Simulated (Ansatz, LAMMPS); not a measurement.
# Convergence of a linear-scaling basis for liquid Zn24Hg7Se7Te24 at 1800 K (62 atoms)

Wanted: errors and times of a linear-scaling basis for liquid Zn24Hg7Se7Te24 at 1800 K (62 atoms). A setting counts as converged where the r.m.s. difference of forces stays under 1 % of the r.m.s. force.

Program: Ansatz 0.2.0. Level of theory: Kohn-Sham DFT, PBE, PAW (set soft_2), plane waves. Values are calculated unless marked as measured.

### 1. Starting point

The cell holds 62 atoms: 24 Zn, 7 Hg, 7 Se and 24 Te. Cell: a = 12.356 Å, b = 12.356 Å, c = 12.356 Å, α = 90.0°, β = 90.0°, γ = 90.0°. 62 atoms (24 Zn, 7 Hg, 7 Se, 24 Te) placed at random at 5.8 g/cm³, melted at 2500 K for 10 ps at fixed volume with the Stillinger-Weber II-VI potential (Zhou et al., Phys. Rev. B 88, 085309 (2013)). Snapshot at the end of a hold of 5 ps at 1800 K and fixed volume.

Limits known from the start: The network of bonds at the start is that of the classical potential that made the cell, and needn't be the one that DFT or experiment would give. The Brillouin zone is sampled at Γ only, in a cell whose shortest periodic width is 12 Å. The levels lack spin–orbit coupling, which is large for the heavy elements here.

### 2. The classical run that made the cell

A classical potential makes the cell, at a small fraction of what the same run would cost in DFT.

This step: classical MD, Stillinger-Weber II-VI potential (Zhou et al., Phys. Rev. B 88, 085309 (2013)) (LAMMPS 22 Jul 2025 - Update 4).

Input file in.lmp:

```
# melt-quench of Zn24Hg7Se7Te24
units metal
atom_style atomic
boundary p p p
region box block 0 12.3564 0 12.3564 0 12.3564
create_box 4 box
mass 1 65.3800   # Zn
mass 2 200.5920   # Hg
mass 3 78.9710   # Se
mass 4 127.6000   # Te
create_atoms 1 random 24 56695 NULL overlap 2.25 maxtry 2000
create_atoms 2 random 7 56702 NULL overlap 2.25 maxtry 2000
create_atoms 3 random 7 56709 NULL overlap 2.25 maxtry 2000
create_atoms 4 random 24 56716 NULL overlap 2.25 maxtry 2000
pair_style sw
pair_coeff * * CdTeZnSeHgS0.sw Zn Hg Se Te
neigh_modify delay 0 every 1 check yes
thermo_style custom step time temp pe press density
thermo_modify norm yes
timestep 0.001
thermo 100
min_style cg
minimize 1e-4 1e-4 200 2000
reset_timestep 0
velocity all create 2500 56696 mom yes dist gaussian
fix lim all nve/limit 0.05
fix lan all langevin 2500 2500 0.1 56697 zero yes
thermo 500
run 1000 post no
unfix lim
unfix lan
thermo 1666
fix md all nvt temp 2500 2500 0.1
run 10000 post no
unfix md
thermo 1000
fix md all nvt temp 2500 1800 0.1
run 3000 post no
unfix md
compute msd all msd com yes
thermo 1250
fix md all nvt temp 1800 1800 0.1
run 5000 post no
print "== T1800: mean square displacement over the hold $(c_msd[4]:%.2f) A^2"
unfix md
uncompute msd
write_dump all custom T1800.dump id type xs ys zs modify sort id
```

Run with:

```
lmp -in in.lmp -log none -nocite
```

Output:

```text
LAMMPS (22 Jul 2025 - Update 4)
Created orthogonal box = (0 0 0) to (12.3564 12.3564 12.3564)
Created 24 atoms
Created 7 atoms
Created 7 atoms
Created 24 atoms
   Step          Time           Temp          PotEng         Press         Density
         0   0              0              0.36408598     291168.4       5.7990541
       100   0.1            0             -1.7451117     -6646.8898      5.7990541
       119   0.119          0             -1.7690957     -2057.2288      5.7990541
Loop time of 0.0286796 s on 1 MPI rank(s) for 119 steps with 62 atoms
Minimization stats:
  Stopping criterion = energy tolerance
  Energy initial, next-to-last, final =
     0.364085975925675  -1.76893333539773  -1.76909574085073
  Force two-norm initial, final = 72.12877 0.32293812
  Iterations, force evaluations = 119 160
   Step          Time           Temp          PotEng         Press         Density
         0   0              2500          -1.7690957      9103.1189      5.7990541
[... 6 lines left out ...]
      3332   3.332          2481.2486     -1.3878113      20453.317      5.7990541
      4998   4.998          2135.1534     -1.4047564      28088.3        5.7990541
      6664   6.664          2893.2927     -1.3905339      23953.044      5.7990541
      8330   8.33           2726.9562     -1.3839522      23333.166      5.7990541
[... 2 lines left out ...]
Loop time of 1.22764 s on 1 MPI rank(s) for 10000 steps with 62 atoms
   Step          Time           Temp          PotEng         Press         Density
[... 4 lines left out ...]
Loop time of 0.258499 s on 1 MPI rank(s) for 3000 steps with 62 atoms
   Step          Time           Temp          PotEng         Press         Density
[... 2 lines left out ...]
     16250   16.25          1933.4837     -1.5229744      11335.607      5.7990541
     17500   17.5           1794.1326     -1.5653224     -12598.003      5.7990541
     18750   18.75          1457.8712     -1.5245311      7782.9849      5.7990541
     19000   19             1860.8633     -1.5324355      13179.217      5.7990541
Loop time of 0.428133 s on 1 MPI rank(s) for 5000 steps with 62 atoms
== T1800: mean square displacement over the hold 21.11 A^2
```

It took 2.3 s on 1 thread of Intel Xeon Platinum 8488C (Sapphire Rapids), shared host; peak memory 0.069 GiB.

### 3. Plane-wave single point

This run is the reference for what follows, at a cutoff of 420 eV.

Input file input.yaml:

```yaml
crystal:
  lattice:
    - [12.3564, 0.0, 0.0]
    - [0.0, 12.3564, 0.0]
    - [0.0, 0.0, 12.3564]
  atoms:
    - { symbol: Zn, position: [0.10716, 0.61411, 0.60998] }
    - { symbol: Zn, position: [0.12637, 0.07826, 0.27094] }
    - { symbol: Zn, position: [0.61538, 0.32643, 0.93634] }
    - { symbol: Zn, position: [0.51339, 0.8709, 0.8579] }
    - { symbol: Zn, position: [0.97937, 0.74723, 0.50441] }
    - { symbol: Zn, position: [0.68139, 0.43387, 0.35956] }
    - { symbol: Zn, position: [0.75344, 0.20138, 0.17193] }
    - { symbol: Zn, position: [0.36982, 0.72036, 0.06521] }
    - { symbol: Zn, position: [0.06722, 0.02619, 0.80502] }
    - { symbol: Zn, position: [0.89083, 0.30918, 0.50894] }
    - { symbol: Zn, position: [0.24404, 0.84648, 0.39583] }
    - { symbol: Zn, position: [0.72792, 0.65319, 0.15151] }
    - { symbol: Zn, position: [0.01756, 0.8182, 0.01297] }
    - { symbol: Zn, position: [0.88997, 0.80425, 0.70771] }
    - { symbol: Zn, position: [0.38964, 0.00696, 0.63074] }
    - { symbol: Zn, position: [0.70271, 0.06234, 0.45342] }
    - { symbol: Zn, position: [0.9882, 0.56962, 0.16791] }
    - { symbol: Zn, position: [0.5711, 0.31022, 0.53706] }
    - { symbol: Zn, position: [0.14086, 0.11923, 0.53989] }
    - { symbol: Zn, position: [0.76542, 0.70893, 0.52296] }
    - { symbol: Zn, position: [0.62517, 0.90759, 0.24705] }
    - { symbol: Zn, position: [0.75795, 0.13434, 0.77141] }
    - { symbol: Zn, position: [0.74026, 0.38394, 0.74981] }
    - { symbol: Zn, position: [0.21136, 0.76348, 0.75121] }
    - { symbol: Hg, position: [0.90988, 0.4485, 0.81767] }
    - { symbol: Hg, position: [0.63034, 0.91565, 0.58466] }
    - { symbol: Hg, position: [0.20508, 0.46422, 0.79983] }
    - { symbol: Hg, position: [0.31283, 0.03509, 0.00134] }
    - { symbol: Hg, position: [0.46963, 0.4468, 0.1784] }
    - { symbol: Hg, position: [0.43625, 0.57926, 0.56396] }
    - { symbol: Hg, position: [0.96258, 0.21229, 0.81812] }
    - { symbol: Se, position: [0.0097, 0.66553, 0.81271] }
    - { symbol: Se, position: [0.3164, 0.83702, 0.90866] }
    - { symbol: Se, position: [0.75782, 0.17435, 0.96749] }
    - { symbol: Se, position: [0.56339, 0.06067, 0.74016] }
    - { symbol: Se, position: [0.90162, 0.44005, 0.02337] }
    - { symbol: Se, position: [0.11825, 0.9853, 0.99005] }
    - { symbol: Se, position: [0.73673, 0.22256, 0.57188] }
    - { symbol: Te, position: [0.41351, 0.7728, 0.26953] }
    - { symbol: Te, position: [0.07601, 0.29735, 0.64728] }
    - { symbol: Te, position: [0.59744, 0.62028, 0.40943] }
    - { symbol: Te, position: [0.81512, 0.8595, 0.3458] }
    - { symbol: Te, position: [0.9341, 0.11498, 0.37558] }
    - { symbol: Te, position: [0.26076, 0.22477, 0.1665] }
    - { symbol: Te, position: [0.68482, 0.41211, 0.14736] }
    - { symbol: Te, position: [0.60947, 0.71938, 0.72835] }
    - { symbol: Te, position: [0.2325, 0.47061, 0.52953] }
    - { symbol: Te, position: [0.96039, 0.98155, 0.62231] }
    - { symbol: Te, position: [0.3098, 0.0762, 0.44074] }
    - { symbol: Te, position: [0.33958, 0.79177, 0.60189] }
    - { symbol: Te, position: [0.6403, 0.82106, 0.04007] }
    - { symbol: Te, position: [0.53333, 0.42575, 0.70936] }
    - { symbol: Te, position: [0.06637, 0.8125, 0.22683] }
    - { symbol: Te, position: [0.35222, 0.32072, 0.91494] }
    - { symbol: Te, position: [0.89266, 0.52747, 0.56413] }
    - { symbol: Te, position: [0.51681, 0.56883, 0.94956] }
    - { symbol: Te, position: [0.26748, 0.12168, 0.76822] }
    - { symbol: Te, position: [0.59706, 0.12873, 0.26124] }
    - { symbol: Te, position: [0.18338, 0.61575, 0.02267] }
    - { symbol: Te, position: [0.83286, 0.91348, 0.91878] }
    - { symbol: Te, position: [0.42546, 0.32248, 0.36895] }
    - { symbol: Te, position: [0.18797, 0.45211, 0.27516] }
kpoints:
  mp_grid: { grid: [1, 1, 1] }
hamiltonian:
  xc: pbe
scf:
  occupations: { method: fermi_dirac, width: 0.05 }
output:
  forces: true
  stress: true
  populations: true
  dos:
    method: { smearing: { sigma: 0.15 } }
    de: 0.1
    projected: { site_lists: { Hg: [Hg], Se: [Se], Te: [Te], Zn: [Zn] } }
  eigenvalues: true
  write_density: true
  write_potential: true
  volumetric_format: npy
  elf: true
```

Run with:

```
ansatz run input.yaml --threads 8 --pin off --max-ram 15872MiB --backend cpu --events-out ev --progress --plain --runs-dir out
```

Output:

```text
Engine: ansatz 0.2.0, x86_64-unknown-linux-gnu
Pseudopotentials: kind: paw
Pseudopotential: Zn, paw, valence charge 12, recommended cutoff 420 eV (normal), Zn.paw.azcp
Pseudopotential: Hg, paw, valence charge 20, recommended cutoff 420 eV (normal), Hg.paw.azcp
Pseudopotential: Se, paw, valence charge 16, recommended cutoff 420 eV (normal), Se.paw.azcp
Pseudopotential: Te, paw, valence charge 16, recommended cutoff 420 eV (normal), Te.paw.azcp
[... 5 lines on functional and potentials left out ...]
Crystal: 62 atoms, lattice volume = 1886.583 Å³
Basis set: ecut = 420 eV, 37073 PW (Γ), exchange–correlation on 180×180×180 points (8 copies of the dense FFT grid, shifted against one another)
Bands: 555, of which v1, the nominal top of the filled ones, is band 462 counted from 1 (461 counted from 0)
Symmetry: 1 space group operations
Space group: P1 (ITA 1), of the structure as read, at distance tolerance 1.2e-4 Å
k-points: 1
[... 9 lines on functional and potentials left out ...]
Initial density: superposition of atomic densities (neutral atoms: chi_scale 0, normalization atom), corrected by the library's trained network
Initial wavefunctions: pseudopotential atomic-orbital guess
Functional: x = pbe(κ = 0.804, μ = 0.219515), c = pbe(β = 0.066725)
SCF iter   1: F=—  HF=-382147.351512 eV  |F-HF|=—  |Δ(HF+E_count)|=         —  Δρ=3.86e-3  dr2=1.24e0  ethr=1.77e-3  ⟨swp⟩=6.0  Hψ=1981  notcnv=0  defer=42
preconditioner: auto → LDOS  [metal: Δε(μ)=0.035 eV  Ē_g=9.486 eV  σ=0.050 eV  W_gap=0.17  n_scr=460 (ndim 8)  ℏωp=20.2 eV  f_vac=0.117  D(μ)=29.95/eV (n_scr^D=170)  β→1.0]
SCF iter   2: F=—  HF=-382147.234140 eV  |F-HF|=—  |Δ(HF+E_count)|=   1.17e-1  Δρ=1.92e-3  dr2=1.39e-1  ethr=1.34e-4  ⟨swp⟩=2.0  Hψ=927  notcnv=0  defer=71
SCF iter   3: F=—  HF=-382147.215112 eV  |F-HF|=—  |Δ(HF+E_count)|=   1.90e-2  Δρ=9.65e-4  dr2=3.92e-2  ethr=1.51e-5  ⟨swp⟩=3.0  Hψ=899  notcnv=0  defer=71
SCF iter   4: F=—  HF=-382147.208663 eV  |F-HF|=—  |Δ(HF+E_count)|=   6.45e-3  Δρ=4.58e-4  dr2=8.62e-3  ethr=4.25e-6  ⟨swp⟩=2.0  Hψ=876  notcnv=0  defer=71
SCF iter   5: F=—  HF=-382147.207483 eV  |F-HF|=—  |Δ(HF+E_count)|=   1.18e-3  Δρ=2.31e-4  dr2=2.15e-3  ethr=9.33e-7  ⟨swp⟩=2.0  Hψ=733  notcnv=0  defer=71
SCF iter   6: F=—  HF=-382147.207163 eV  |F-HF|=—  |Δ(HF+E_count)|=   3.20e-4  Δρ=1.03e-4  dr2=6.81e-4  ethr=2.33e-7  ⟨swp⟩=2.0  Hψ=733  notcnv=0  defer=71
SCF iter   7: F=—  HF=-382147.207034 eV  |F-HF|=—  |Δ(HF+E_count)|=   1.29e-4  Δρ=5.70e-5  dr2=1.90e-4  ethr=7.37e-8  ⟨swp⟩=2.0  Hψ=708  notcnv=0  defer=71
SCF iter   8: F=—  HF=-382147.207006 eV  |F-HF|=—  |Δ(HF+E_count)|=   2.73e-5  Δρ=3.31e-5  dr2=4.81e-5  ethr=2.06e-8  ⟨swp⟩=2.0  Hψ=733  notcnv=0  defer=71
SCF iter   9: F=—  HF=-382147.209712 eV  |F-HF|=—  |Δ(HF+E_count)|=   2.71e-3  Δρ=1.50e-5  dr2=1.09e-5  ethr=5.20e-9  ⟨swp⟩=2.0  Hψ=804  notcnv=0  defer=71
SCF iter  10: F=—  HF=-382147.209711 eV  |F-HF|=—  |Δ(HF+E_count)|=   7.75e-7  Δρ=6.75e-6  dr2=2.34e-6  ethr=1.18e-9  ⟨swp⟩=2.0  Hψ=734  notcnv=0  defer=71
SCF iter  11: F=—  HF=-382147.209711 eV  |F-HF|=—  |Δ(HF+E_count)|=   1.43e-7  Δρ=3.17e-6  dr2=4.31e-7  ethr=2.54e-10  ⟨swp⟩=2.0  Hψ=733  notcnv=0  defer=71
SCF iter  12: F=—  HF=-382147.209711 eV  |F-HF|=—  |Δ(HF+E_count)|=   2.79e-9  Δρ=1.69e-6  dr2=1.15e-7  ethr=1.08e-11  ⟨swp⟩=15.0  Hψ=4630  notcnv=0
SCF iter  13: F=-382147.209711 eV  HF=-382147.209711 eV  |F-HF|=2.55e-8  |Δ(HF+E_count)|=   4.54e-9  Δρ=7.64e-7  dr2=3.38e-8  ethr=1.08e-11  ⟨swp⟩=8.0  Hψ=2997  notcnv=0
SCF 1 converged in 13 iterations: F = -382147.209711 eV  dr2 = 3.38e-8
  greatest PAW one-centre occupation: 1.000 electrons in one spin orbital (limit 2), on the Hg atom at site 24 (counted from 0), in its partial waves of l = 0
SCF converged after 13 iterations
Free energy (F): -382147.209711 eV
Harris-Foulkes:  -382147.209711 eV  (|F-HF|=2.55e-8)
Internal energy: -382146.935225 eV  (E = F + TS)
E sigma→0 (E₀):  -382147.072468 eV
Entropy (-TS):   -0.274485 eV (-4.427 meV/atom)
Fermi energy:    6.916958 eV
--- Per-component energies (eV) ---
  E_band       = -13385.322312
  E_kinetic    = 12485.649901
  E_local      = -131873.238025  (includes V_loc(G=0)·N_el)
  E_nonlocal   = 3624.851877
  E_hartree    = 64400.291845
  E_xc         = -8506.431640
  E_vxc        = -6210.635183  (∫ρ·V_xc dr)
  E_paw        = -238757.374235  (= ΣΔE_a)
  E_vpaw       = -20212.524235  (= ΣTr[D̂ρ^β])
  E_aug_tail   = -0.010768  (compensation charges beyond the density's cutoff)
  E_ewald      = -83520.674181
  E_smearing   = -0.274485  (= −TS)
  E_closure    = -0.000000  (closes the sum)
  Σ components = -382147.209711   (vs F -382147.209711, Δ=0.00e0)
--- Forces (eV/Å), atoms counted from 1 ---
  atom   1  Zn    -0.88859380     0.35470350     0.09857811
  atom   2  Zn    -0.18526501     0.22624329    -0.13347839
  atom   3  Zn    -0.22738677    -0.06908201    -0.10856424
  atom   4  Zn     0.04119203     0.04607727    -0.55291296
  atom   5  Zn     0.41106704     0.14292347    -0.14665418
  atom   6  Zn    -0.18798459    -0.12958758     0.27353900
  atom   7  Zn     1.29112963     0.38589107    -0.54949433
  atom   8  Zn    -0.05827254    -0.53887499     0.02987110
  atom   9  Zn     0.22652176    -0.33354854     0.15399688
  atom  10  Zn     1.26110806     0.41233335    -0.49043019
  atom  11  Zn     0.27526094     0.26199191    -0.16067645
  atom  12  Zn     0.24877291    -0.37607363     0.22448022
  atom  13  Zn    -0.05799642    -0.11178152    -0.29087738
  atom  14  Zn    -0.18190196    -0.64821138     0.75433818
[...]
atom  61  Te     0.28473594    -0.37049734     0.81478198
  atom  62  Te    -0.19221416     0.42373358    -0.16053917
  max |Σ_I F_I| component: 2.57e-5 eV/Å
--- Stress (GPa, compression-positive) ---
       -0.149143      -0.129658      -0.819558
       -0.129658       0.111332      -0.307159
       -0.819558      -0.307159      -0.400620
  P = ⅓ Tr σ = -0.1461 GPa (-1.461 kbar)
--- Band table (eV) ---
  k-point 0: bands = ["-108.2702", "-108.0522", "-108.0042", "-107.8448", [... 539 levels ...], "12.4838", "12.5570", "12.5947", "12.6239", "12.6947", "12.7393", "12.7610", "12.7815", "12.8552", "12.8811", "12.9591", "12.9848"]
--- Löwdin populations: 62 sites ---
  site symbol       q [e]
     0     Zn     11.1166
     1     Zn     11.0859
     2     Zn     11.1504
[...]
61     Te     16.2452
  spilling = 0.008042 (of n_electrons = 924.000000)
```

It took 33 s on 8 threads of Intel Xeon Platinum 8488C (Sapphire Rapids), shared host; peak memory 3.3 GiB; 3.6 min of CPU time.

In the SCF lines HF is the Harris–Foulkes energy and dr2 the Hartree energy of the density residual, in eV; the loop may stop once dr2 is under the threshold and the program's other checks hold. Hψ counts applications of the Hamiltonian.

The run gave:

| Quantity | Value |
| --- | --- |
| free energy | -382147.2097 eV |
| free energy per atom | -6163.6647 eV/atom |
| SCF cycles | 13 |
| pressure | -0.1461 GPa |
| r.m.s. force component | 0.5959 eV/Å |
| longest force | 2.834 eV/Å |
| Fermi energy | 6.917 eV |
| levels partly filled by over 2 per cent | 6 |
| spilling of the projection | 0.008042 |

The r.m.s. force component of 0.60 eV/Å sets the scale for the differences below.

### 4. Support functions low

With localised support functions most steps grow linearly with size, though the diagonalisation grows faster unless the density matrix is cut; this run measures error and cost at this size.

This step: Kohn-Sham DFT, PBE, PAW (set soft_2), localised support functions (low) (Ansatz 0.2.0).

input.yaml, the sections that differ from step 3:

```yaml
scf:
  occupations: { method: fermi_dirac, width: 0.05 }
  eigensolver: { kind: { support_functions: { accuracy: low } } }
  max_iter: 150
output:
  forces: true
  eigenvalues: true
# crystal, kpoints, hamiltonian: as in step 3
```

Output:

```text
Warning: scf.eigensolver.kind.support_functions: disabling space-group detection — the functions' gradient is summed over unrotated k-points, so no spatial operation reduces the k-mesh or symmetrises the density; time reversal is kept, so that k and −k are solved as one point where they differ and the mesh holds both, and exact exchange and, on two spinor components, a DFT+U term hold to it where the run has them: [...]
settings of this run that can trade accuracy for cost: scf.eigensolver.kind.support_functions; scf.eigensolver.kind.support_functions.accuracy: low [...]
[...]
Crystal: 62 atoms, lattice volume = 1886.583 Å³
Basis set: ecut = 420 eV, 37073 PW (Γ), exchange–correlation on 180×180×180 points (8 copies of the dense FFT grid, shifted against one another)
Bands: 555, of which v1, the nominal top of the filled ones, is band 462 counted from 1 (461 counted from 0)
Symmetry: 1 space group operations
k-points: 1
[...]
SCF iter   1: F=—  HF=-382129.242119 eV  |F-HF|=—  |Δ(HF+E_count)|=         —  Δρ=4.53e-2  dr2=2.27e2  ethr=1.00e-1
[...]
SCF iter  17: F=—  HF=-382147.271297 eV  |F-HF|=—  |Δ(HF+E_count)|=   1.35e-3  Δρ=2.69e-5  dr2=1.27e-5  ethr=3.26e-9  κ⁻¹=1.4e-4(r=7)
SCF iter  18: F=-382147.272485 eV  HF=-382147.272492 eV  |F-HF|=6.38e-6  |Δ(HF+E_count)|=   1.19e-3  Δρ=1.31e-5  dr2=4.97e-6  ethr=1.37e-9
SCF 1 converged in 18 iterations: F = -382147.304964 eV  dr2 = 4.97e-6
[...]
SCF converged after 18 iterations
Stability not checked: this state was not tested for a lower state beside it, because the mixer in use, unlike msr1, does not test its closes by its own steps (another_mixer; see scf.mixing.algorithm and scf.lower_state_search)
Free energy (F): -382147.304964 eV
[...]
Internal energy: -382147.030986 eV  (E = F + TS)
E sigma→0 (E₀):  -382147.167975 eV
Entropy (-TS):   -0.273978 eV (-4.419 meV/atom)
Fermi energy:    6.916640 eV
[...]
Σ components = -382147.304964   (vs F -382147.304964, Δ=0.00e0)
--- Forces (eV/Å), atoms counted from 1 ---
  atom   1  Zn    -0.88954085     0.35507885     0.09883005
  atom   2  Zn    -0.18511032     0.22674756    -0.13285528
  atom   3  Zn    -0.22674955    -0.06913594    -0.10854213
  atom   4  Zn     0.04102849     0.04532101    -0.55332167
[...]
atom  62  Te    -0.19287728     0.42419244    -0.16068352
  max |Σ_I F_I| component: 4.58e-3 eV/Å
--- Band table (eV) ---
[...]
```

Elapsed: 2.4 min, on 8 threads; peak memory 4.6 GiB.

The program notes that the band table was not solved further than the SCF left it, the correction for the support functions is uncertain and it switched symmetry off.

Keys that differ from the reference: support_functions.accuracy = "low" and scf.max_iter = 150.

Forces differ from the reference by 0.62 meV/Å r.m.s., 0.10 % of their size, well within a tolerance of 1 %; the energy by -1.5 meV/atom. It took roughly 4.4 times the reference's time (one timing each, with unlike analyses asked), in 18 cycles against 13.

(Continued in part 2 of 2.)

[Long decimals in the printed logs are rounded to 6 places.]

[Logs are printed without paths, hosts, clocks, repeated set-up lines and the standing remarks that a program may print on its own settings, such as how far it seeks lower states.]

[Hosts, paths, dates, database ids (printed as entryN), source tags and the programs' standing remarks are cut or masked in the printed files.]
